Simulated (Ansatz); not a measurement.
# 1T-GeBr2 monolayer in a perpendicular field, part 2 of 2

What dipole does a perpendicular field induce in the 1T-GeBr2 monolayer, and does the gap follow? A positive field points along +c.

Ansatz 0.2.0; plane-wave DFT, PBE-D3(BJ), Ansatz PAW.

So far, gap on the k-mesh (eV): step 2 (relaxing the slab) 2.39.

### 3. Atoms held, field 0

A sawtooth potential applies the field, turning back in the middle of the vacuum. With the dipole correction the typed value is the field outside the slab. The induced dipole is small, so the SCF threshold is tight.

The cell differs from the one that the last finished run ended in (c 36.603 → 21.252 Å).

File input.yaml:

```yaml
crystal:
  lattice:
    - [4.0019304111, 0.0, 0.0]
    - [-2.0009652056, 3.4657734002, 0.0]
    - [0.0, 0.0, 21.2523010033]
  atoms:
    - { symbol: Br, position: [0.6666666667, 0.3333333333, 0.4234835559] }
    - { symbol: Ge, position: [0.0, 0.0, 0.5] }
    - { symbol: Br, position: [0.3333333333, 0.6666666667, 0.5765164441] }
kpoints:
  mp_grid: { grid: [18, 18, 1] }
  band_path:
    path: [[0, 0, 0], [0.5, 0, 0], [0.33333333, 0.33333333, 0], [0, 0, 0]]
    npoints: 16
hamiltonian:
  xc: pbe
  dispersion: d3bj
scf:
  occupations: { method: fermi_dirac, width: 0.02585 }
  convergence: { dr2_threshold: 1.0e-10 }
efield:
  axis: 3
  dipole_correction: true
  ramp_position: 0.97
  ramp_width: 0.06
  amplitude: 0
output:
  dos: { projected: true, e_range: [-6, 5] }
  write_potential: true
  write_density: true
  volumetric_format: npy
  elf: true
```

Run with:

```sh
> ansatz run input.yaml --threads 2 --pin off --max-ram 3072MiB --backend cpu --events-out ev --progress --plain --runs-dir out
```

Numbers of over 12 decimals in the logs are rounded to 6 here.

The log of the run:

```text
[...]
Crystal: 3 atoms, lattice volume = 294.765 Å³
Basis set: ecut = 420 eV, 5771 PW (Γ)
Bands: 18, of which v1, the nominal top of the filled ones, is band 14 counted from 1 (13 counted from 0)
Symmetry: 6 space group operations
k-points: 37 of 324 (time reversal used)
[...]
SCF iter   1: F=—  HF=-9863.608616 eV  |F-HF|=—  |Δ(HF+E_count)|=         —  Δρ=6.70e-4  dr2=2.15e-3  ethr=1.77e-3  p=0.000 e·Å  D=1.64e-14 V/Å  ΔV_dip=-0.00 eV  dr2_dipole=1.24e-9  V_vac-E_F(+/−)=5.40/5.40 eV  ⟨swp⟩=8.0  Hψ=4148  notcnv=0
efield: sawtooth ramp at fractional position 0.9700 (set: `efield.ramp_position`, or a place that a band, a saddle search or an elastic batch's reference lends), width 0.0600; the density the first Hamiltonian is built on has a dipole p = 0.000 e·Å; the dipole correction subtracts the counter field D = 1.64e-14 V/Å, which shifts the + side's vacuum level by -0.00 eV against the − side's; the planar-averaged density in the ramp window peaks in size at 7.1e-6 e/Å³
[...]
SCF iter   2: F=—  HF=-9863.609551 eV  |F-HF|=—  |Δ(HF+E_count)|=   9.35e-4  Δρ=3.20e-4  dr2=6.12e-4  ethr=7.69e-6  p=-0.000 e·Å  D=-1.12e-5 V/Å  ΔV_dip=0.00 eV  dr2_dipole=6.93e-9  V_vac-E_F(+/−)=5.33/5.33 eV  ⟨swp⟩=3.0  Hψ=1740  notcnv=0
[...]
SCF iter  10: F=-9863.609869 eV  HF=-9863.609869 eV  |F-HF|=6.37e-11  |Δ(HF+E_count)|=  3.02e-10  Δρ=4.07e-8  dr2=6.16e-12  ethr=1.00e-12  p=-0.000 e·Å  D=-1.41e-8 V/Å  ΔV_dip=0.00 eV  dr2_dipole=4.32e-13  V_vac-E_F(+/−)=5.24/5.24 eV  ⟨swp⟩=3.6  Hψ=1412  notcnv=0
SCF 1 converged in 10 iterations: F = -9863.609869 eV  dr2 = 6.16e-12
[...]
NSCF: frozen V_eff on 49 k-points
efield: sawtooth ramp at fractional position 0.9700 (kept from the solve that this one continues, or follows in the run), width 0.0600; the density the first Hamiltonian is built on has a dipole p = -0.000 e·Å; the dipole correction subtracts the counter field D = -1.41e-8 V/Å, which shifts the + side's vacuum level by +0.00 eV against the − side's; the planar-averaged density in the ramp window peaks in size at 6.4e-6 e/Å³
WARN: The output density's exchange-correlation potential varies sharply where the density is thin. Do not read a vacuum level from v_tot or v_xc, or from such a field of the output density. On a cell that repeats whose density bears no net charge and no dipole along the vacuum's axis use v_es (v_loc + v_h of the components); under efield.dipole_correction with no amplitude use v_es + v_field, which holds any externa [...]
SCF converged after 10 iterations
Free energy (F): -9863.609869 eV
[...]
Internal energy: -9863.609869 eV  (E = F + TS)
E sigma→0 (E₀):  -9863.609869 eV
Fermi energy:    -2.264386 eV
Dipole field:    D = 0.000001 V/Å  (p = 0.000001 e·Å, saw-weighted, corrected)
Work function:   Φ+ = 5.2444 eV   Φ− = 5.2444 eV
Levels:          The Fermi level and band energies are counted from a zero that moves with the ramp; work functions are not
[...]
--- Band table (eV; the first three rows and the last of 37) ---
  k-point 0: bands = [... 10 lower, -4.8811, -4.7433, -4.7433, -4.0029, -1.1193, 0.0690, 0.0690, 2.4487]
  k-point 1: bands = [... 10 lower, -4.9620, -4.8204, -4.7051, -3.8648, -0.9936, 0.0275, 0.1039, 2.5127]
  k-point 2: bands = [... 10 lower, -5.1147, -5.0483, -4.6723, -3.6491, -0.7132, -0.0109, 0.1993, 2.6719]
  k-point 36: bands = [... 10 lower, -6.6027, -5.1322, -5.1322, -3.6366, 0.6004, 0.6004, 1.2565, 4.7823]
```

Elapsed: 14 s, on 2 threads of Arm Neoverse V2, shared host; peak memory 0.57 GiB.

Reading the cycles: dr2 is the Hartree energy of the density residual (eV), the measure of convergence; HF is the Harris–Foulkes estimate of the energy, which meets the free energy F at convergence.

This step gave:

```
gap on the k-mesh                  : 2.371 eV
dipole along the normal            : 1.16e-6 e·Å
gap along the path                 : 2.365 eV
smallest direct gap along the path : 2.873 eV
ionisation energy, upper face      : 6.464 eV
electron affinity, upper face      : 4.099 eV
gap, the smaller of path and mesh  : 2.365 eV
```

Running mean over a fixed 2.5 Å (it still follows the layers) of the planar mean; the ramp of the sawtooth is left out. Table of electron's electrostatic potential energy less the Fermi level by z:

| z (Å) | electron's electrostatic potential energy less the Fermi level (eV) |
| --- | --- |
| 3.0 | 5.24 |
| 3.5 | 5.24 |
| 4.0 | 5.24 |
| 4.5 | 5.24 |
| 5.0 | 5.24 |
| 5.5 | 5.24 |
| 6.0 | 5.22 |
| 6.5 | 5.15 |
| 7.0 | 4.76 |
| 7.5 | 3.16 |
| 8.0 | 0.622 |
| 8.5 | -1.34 |
| 9.0 | -2.89 |
| 9.5 | -4.62 |
| 10.0 | -4.93 |
| 10.5 | -4.00 |
| 11.0 | -4.43 |
| 11.5 | -5.06 |
| 12.0 | -3.81 |
| 12.5 | -2.08 |
| 13.0 | -0.511 |
| 13.5 | 1.90 |
| 14.0 | 4.16 |
| 14.5 | 5.03 |
| 15.0 | 5.20 |
| 15.5 | 5.24 |
| 16.0 | 5.24 |
| 16.5 | 5.24 |
| 17.0 | 5.24 |
| 17.5 | 5.24 |
| 18.0 | 5.24 |

The density of states has structure finer than the step of the table below, so its rows give means over 0.25 eV, whole bins alone (the curve runs from -6 to 3.13 eV). Peaks (eV: height): -3.820: 10.7, -2.940: 8.80, -2.800: 34.6, -2.640: 13.6, -1.370: 7.66, 2.880: 11.7.

Density of states against energy, zero at the Fermi level of the run, which the smearing sets inside the gap; means over each step:

| energy (eV) | density of states (states/eV a cell) |
| --- | --- |
| -5.50 | 0 |
| -5.25 | 0.378 |
| -5.00 | 2.22 |
| -4.75 | 2.33 |
| -4.50 | 1.93 |
| -4.25 | 2.31 |
| -4.00 | 3.25 |
| -3.75 | 4.98 |
| -3.50 | 2.48 |
| -3.25 | 1.82 |
| -3.00 | 4.91 |
| -2.75 | 10.9 |
| -2.50 | 4.16 |
| -2.25 | 0 |
| -2.00 | 0.311 |
| -1.75 | 1.42 |
| -1.50 | 3.33 |
| -1.25 | 2.81 |
| -1.00 | 0 |
| -0.75 | 0 |
| -0.50 | 0 |
| -0.25 | 0 |
| 0.00 | 0 |
| 0.25 | 0 |
| 0.50 | 0 |
| 0.75 | 0 |
| 1.00 | 0 |
| 1.25 | 0.154 |
| 1.50 | 0.285 |
| 1.75 | 0.698 |
| 2.00 | 2.04 |
| 2.25 | 3.13 |
| 2.50 | 3.11 |
| 2.75 | 4.80 |
| 3.00 | 4.68 |

Projected DOS per atom over height of the atomic layer and energy from the Fermi level. Layers: Br Ge Br from below.

Ten even steps from '_' (0.00 states/eV) to '@' (3.48 states/eV), each cell a mean:
```
..@@..
..**..
__++__
__..__
______
______
______
______
______
______
::..::
::..::
______
++__++
@@__@@
::__::
==::==
::..::
::..::
::::::
______
______
```
Columns: height of the atomic layer (Å) from 9 to 12.3; rows upwards: energy from the Fermi level (eV) from -5.96 to 3.13.

Electronic bands along the path, in eV, zero at the Fermi level of the run, which the smearing sets inside the gap:

| point | band 11 | band 12 | band 13 | band 14 | band 15 | band 16 | band 17 | band 18 |
| --- | --- | --- | --- | --- | --- | --- | --- | --- |
| Γ | -2.62 | -2.48 | -2.48 | -1.74 | 1.15 | 2.33 | 2.33 | 4.71 |
| halfway | -3.29 | -2.83 | -2.46 | -1.36 | 1.88 | 2.80 | 2.91 | 5.34 |
| M | -3.70 | -2.81 | -2.61 | -1.97 | 2.09 | 3.05 | 3.26 | 5.09 |
| halfway | -3.95 | -2.87 | -2.79 | -1.55 | 2.62 | 2.87 | 3.32 | 5.74 |
| K | -4.34 | -2.87 | -2.87 | -1.37 | 2.86 | 2.86 | 3.52 | 7.05 |
| halfway | -3.23 | -2.89 | -2.64 | -1.26 | 2.36 | 2.54 | 3.02 | 5.65 |
| Γ | -2.62 | -2.48 | -2.48 | -1.74 | 1.15 | 2.33 | 2.33 | 4.71 |

Valence density in the ca plane at fractional y = 0.000, with atoms of Ge within 0.2 Å of it. It is the smooth field of the valence electrons, not physical close to the nuclei.

Ten steps, logarithmic in the rise over the least value, from '0' (0 e/Å³) to '9' (37 e/Å³), each cell a mean:
```
00000000000000000000002587310000000000000000
00000000000000000000001243100000000000000000
00000000000000000000000111100000000000000000
00000000000000000000000000000000000000000000
00000000000000000001110000001110000000000000
00000000000000000001110000001110000000000000
00000000000000000001110000001100000000000000
00000000000000000000000000000000000000000000
00000000000000000000001122100000000000000000
00000000000000000000001465210000000000000000
00000000000000000000002698410000000000000000
```
Columns run along c (16.0 Å, from fractional 0.09 to 0.84 of the cell), rows up along a (4.0 Å). Atoms in or near the plane, at fractional coordinates: Ge at (0.50, 0.00).

ELF in the ca plane at fractional y = 0.000, with atoms of Ge within 0.2 Å of it. It is the smooth field of the valence electrons, not physical close to the nuclei.

Ten even steps from '0' (0.00) to '9' (0.79), each cell a mean:
```
00000000000000000000145201452000000000000000
00000000000000000001134544542110000000000000
00000000000000001244433444433443200000000000
00000000000000013578763222357886420000000000
00000000000000024799985211379998631000000000
00000000000000025799996201479998631000000000
00000000000000014689974211368997521000000000
00000000000000002456643343335665310000000000
00000000000000000122224555432221000000000000
00000000000000000000135422542000000000000000
00000000000000000000145211352000000000000000
```
Columns run along c (16.0 Å, from fractional 0.09 to 0.84 of the cell), rows up along a (4.0 Å). Atoms in or near the plane, at fractional coordinates: Ge at (0.50, 0.00).

Electrostatic potential energy in the ca plane at fractional y = 0.000, with atoms of Ge within 0.2 Å of it. With pseudopotentials it is smooth inside the atoms' cores, unlike the true potential.

Values in eV, 6 rows by 16 columns, each cell a mean:
```
  3   3   3   3   3   3   2  -1 -23 -23  -1   2   3   3   3   3
  3   3   3   3   3   3   2   0  -6  -6   0   2   3   3   3   3
  3   3   3   3   3   3   1  -2   0   0  -2   1   3   3   3   3
  3   3   3   3   3   3   1  -1  -1  -1  -1   1   3   3   3   3
  3   3   3   3   3   3   2   0 -11 -11   0   2   3   3   3   3
  3   3   3   3   3   3   2  -2 -25 -25  -2   2   3   3   3   3
```
Columns run along c (16.0 Å, from fractional 0.09 to 0.84 of the cell; values clipped at the 3rd and 97th percentile), rows up along a (4.0 Å). Atoms in or near the plane, at fractional coordinates: Ge at (0.50, 0.00).

The gap is 2.36 eV, with the valence edge 6.46 eV and the conduction edge 4.10 eV under the upper vacuum level.

### 4. Atoms held, field 0.1 V/Å

Edit input.yaml of step 3 so:

```diff
@@ -25,5 +25,4 @@
   ramp_width: 0.06
-  amplitude: 0
+  amplitude: 0.1
 output:
-  dos: { projected: true, e_range: [-6, 5] }
   write_potential: true
@@ -31,2 +30 @@
   volumetric_format: npy
-  elf: true
```

The log of the run:

```text
[...]
Crystal: 3 atoms, lattice volume = 294.765 Å³
Basis set: ecut = 420 eV, 5771 PW (Γ)
Bands: 18, of which v1, the nominal top of the filled ones, is band 14 counted from 1 (13 counted from 0)
Symmetry: 6 space group operations
k-points: 37 of 324 (time reversal used)
[...]
--- Band table (eV; the first three rows and the last of 37) ---
  k-point 0: bands = [... 10 lower, -4.8828, -4.7424, -4.7424, -4.0030, -1.1198, 0.0686, 0.0686, 2.2590]
  k-point 1: bands = [... 10 lower, -4.9631, -4.8202, -4.7048, -3.8650, -0.9941, 0.0271, 0.1035, 2.3076]
  k-point 2: bands = [... 10 lower, -5.1155, -5.0480, -4.6723, -3.6494, -0.7137, -0.0115, 0.1989, 2.4336]
  k-point 36: bands = [... 10 lower, -6.6031, -5.1395, -5.1254, -3.6369, 0.5999, 0.6000, 1.2561, 4.7726]
[key lines of the parts left out:]
SCF converged after 11 iterations
Free energy (F): -9863.611750 eV
Fermi energy:    -2.264754 eV
Dipole field:    D = 0.023094 V/Å  (p = 0.037620 e·Å, saw-weighted, corrected)
```

Elapsed: 14 s, on 2 threads; peak memory 0.55 GiB; 28 s of CPU time.

The dipole is 0.0376 e·Å, and the gap 2.365 eV.

### 5. Single point, field -0.1 V/Å

Edit input.yaml of step 4 so:

```diff
@@ -25,3 +25,3 @@
   ramp_width: 0.06
-  amplitude: 0.1
+  amplitude: -0.1
 output:
```

The log of the run:

```text
[...]
Crystal: 3 atoms, lattice volume = 294.765 Å³
Basis set: ecut = 420 eV, 5771 PW (Γ)
Bands: 18, of which v1, the nominal top of the filled ones, is band 14 counted from 1 (13 counted from 0)
Symmetry: 6 space group operations
k-points: 37 of 324 (time reversal used)
[...]
--- Band table (eV; the first three rows and the last of 37) ---
  k-point 0: bands = [... 10 lower, -4.8828, -4.7424, -4.7424, -4.0030, -1.1198, 0.0686, 0.0686, 2.2590]
  k-point 1: bands = [... 10 lower, -4.9631, -4.8202, -4.7048, -3.8650, -0.9941, 0.0271, 0.1035, 2.3076]
  k-point 2: bands = [... 10 lower, -5.1155, -5.0480, -4.6723, -3.6494, -0.7137, -0.0115, 0.1989, 2.4336]
  k-point 36: bands = [... 10 lower, -6.6031, -5.1395, -5.1254, -3.6369, 0.5999, 0.6000, 1.2561, 4.7726]
[key lines of the parts left out:]
SCF converged after 11 iterations
Free energy (F): -9863.611750 eV
Fermi energy:    -2.264754 eV
Dipole field:    D = -0.023094 V/Å  (p = -0.037620 e·Å, saw-weighted, corrected)
```

Wall time 14 s (2 threads); peak memory 0.55 GiB; 28 s of CPU time.

The dipole is -0.0376 e·Å, and the gap 2.365 eV.

### 6. Response, atoms held

This step: plane-wave DFT, PBE-D3(BJ), Ansatz PAW; response to a field along the normal, atoms held (Ansatz 0.2.0).

The dipoles give the slope, and the difference of two potentials shows where the field is screened.

Numbers from this step:

* equivalent conductor thickness p/(ε₀AE): 4.908 Å
* distance between the outer atoms: 3.252 Å

Dipole of the cell against applied field:

| applied field (V/Å) | dipole of the cell (e·Å) |
| --- | --- |
| -0.1000 | -0.0376 |
| 0.0000 | 1.2e-6 |
| 0.1000 | 0.0376 |

Local field over the applied field, running mean. From the potentials at -0.1 and 0.1 V/Å; running mean over 2.5 Å. The local field over applied field by z:

z (Å), local field over applied field and a bar:
```
     4.13      1.000 ##############################
     4.58      0.999 ##############################
     5.02      0.998 ##############################
     5.46      0.993 ##############################
     5.90      0.982 #############################
     6.35      0.953 ############################
     6.79      0.891 ##########################
     7.23      0.783 #######################
     7.67      0.645 ##################
     8.12      0.493 #############
     8.56      0.344 #########
     9.00      0.218 ####
     9.45      0.136 ##
     9.89      0.097 #
    10.33      0.080 
    10.92      0.080 
    11.36      0.097 #
    11.81      0.136 ##
    12.25      0.218 ####
    12.69      0.344 #########
    13.14      0.493 #############
    13.58      0.645 ##################
    14.02      0.783 #######################
    14.46      0.891 ##########################
    14.91      0.953 ############################
    15.35      0.982 #############################
    15.79      0.993 ##############################
    16.23      0.998 ##############################
    16.68      0.999 ##############################
    17.12      1.000 ##############################
```

Electrons, planar mean, per unit field. The induced electron density by z:

z (Å), induced electron density (e/Å³ per V/Å) and a bar from the least value:
```
     4.13    0.00000 ###############
     4.58    0.00000 ###############
     5.02    0.00001 ###############
     5.46    0.00003 ###############
     5.90    0.00008 ###############
     6.35    0.00021 ################
     6.79    0.00056 #################
     7.23    0.00133 #####################
     7.67    0.00266 ###########################
     8.12    0.00345 ##############################
     8.56    0.00198 ########################
     9.00    0.00100 ###################
     9.45    0.00047 #################
     9.89   -0.00022 ##############
    10.33   -0.00040 #############
    10.92    0.00040 #################
    11.36    0.00022 ################
    11.81   -0.00047 #############
    12.25   -0.00100 ###########
    12.69   -0.00198 ######
    13.14   -0.00345 
    13.58   -0.00266 ###
    14.02   -0.00133 #########
    14.46   -0.00056 #############
    14.91   -0.00021 ##############
    15.35   -0.00008 ###############
    15.79   -0.00003 ###############
    16.23   -0.00001 ###############
    16.68    0.00000 ###############
    17.12    0.00000 ###############
```

The smaller of the gaps on the path and on the k-mesh, counted as 0 under 0.03 eV. The gap stays at 2.36 eV for applied field from -0.1 to 0.1 V/Å.

By hand: between -0.1 and 0.1 V/Å the dipole changes by 0.07524 e·Å, a slope of 0.3762 e·Å²/V. A perfect conductor of thickness t has p = ε₀AEt, so t = 180.95 × 0.3762 / 13.870 = 4.91 Å (e/ε₀ = 180.95 V·Å, A in Å²).

The induced dipole is that of a conductor 4.91 Å thick.

### 7. Results

| Item | Value |
| --- | --- |
| gap without field | 2.36 eV |
| ionisation energy, upper face | 6.46 eV |
| electron affinity, upper face | 4.10 eV |
| equivalent conductor thickness, atoms held | 4.91 Å |

The induced dipole equals that of a perfect conductor 4.91 Å thick, while the outer atoms lie 3.25 Å apart; an out-of-plane ε follows only once a thickness t is chosen, by 1 − 1/ε = 4.91 Å / t. The gap stays within 0.01 eV of 2.36 eV over the fields run, up to 0.1 V/Å in size. Semilocal functionals give gaps that are too small, and excitons are not included. Spin-orbit coupling is left out.

[Logs are printed without paths, hosts, clocks, repeated set-up lines and the standing remarks that a program may print on its own settings, such as how far it seeks lower states.]

[Hosts, paths, dates, database ids (printed as entryN), source tags and the programs' standing remarks are cut or masked in the printed files.]

[Maps of the electrostatic potential energy from Ansatz leave out the sawtooth potential of an applied field or a dipole correction, so their vacuum need not be flat; planar profiles and work functions include it.]

[The density of states shown here was stored with 400 of the rows of the run's finer table, so its peaks can read low, often by over a quarter, or be missed, and its means over a window can be off by a tenth or more.]
